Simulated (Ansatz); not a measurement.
Entries from a set of simulations; values are calculated unless marked as measured.

```
! title: Quasiparticle gap of LiH (Fm-3m)
! method: DFT, PBE, plane waves, PAW (and 1 further level or step)
! program: Ansatz 0.2.0
! settings of one run: cutoff 420 eV, 10×10×10 k-mesh, smearing width 0.02 eV, default PAW
! cost: 2 runs, 21 s in all on 1 × NVIDIA H100 80GB HBM3 (shared by 6 runs) with 3 threads of AMD EPYC 7R13 (Zen 3), shared host (the runs of this entry)
! notes: The database entry behind the starting cell differs from later determinations by our own check (the deuteride, about 0.2 % short). The cell and positions come from the Crystallography Open Database and are kept as given unless a step says otherwise. From 19 bands and 60 eV to 110 bands and 200 eV the gap moves by 4.885 − 4.624 = +0.261 eV (rung by rung 4.624, 4.801, 4.885 eV); bands and screening cutoff rise together, so their parts are not told apart. A line in one over the bands through the two highest rungs gives 4.885 + (4.885 − 4.801) × 52 / (110 − 52) = 4.960 eV, and through the pair below 4.801 + (4.801 − 4.624) × 19 / (52 − 19) = 4.903 eV. [rest of the remark cut]
! PBE gap over mesh and path: 3.020 eV, direct, at k = (0.500, 0.000, 0.500)
! G0W0@PBE gap over 4 of 16 irreducible mesh points: 4.885 eV, direct, at k = (0.000, -0.500, -0.500)
! GW settings: 6×6×6 mesh, 108 empty bands, screening to 200 eV
! known limits: finite bands, screening cutoff and k mesh; no spin-orbit coupling in G0W0
CELL_PARAMETERS angstrom
0.00000 2.03675 2.03675
2.03675 0.00000 2.03675
2.03675 2.03675 0.00000
ATOMIC_POSITIONS crystal
Li 0.00000 0.00000 0.00000
H 0.50000 0.50000 0.50000
```

[Paths, hosts, dates, memory and timing lines, banners, echoed tables and standing remarks are left out of the program output.]

[Logs are printed without paths, hosts, clocks, repeated set-up lines and the standing remarks that a program may print on its own settings, such as how far it seeks lower states.]

[Runs of the session that timed out or met a known fault of the program may be left out.]

[Cells called generated may have been cut or substituted from an entry of the Crystallography Open Database or the Materials Project.]

[Hosts, paths, dates, database ids (printed as entryN), source tags and the programs' standing remarks are cut or masked in the printed files.]
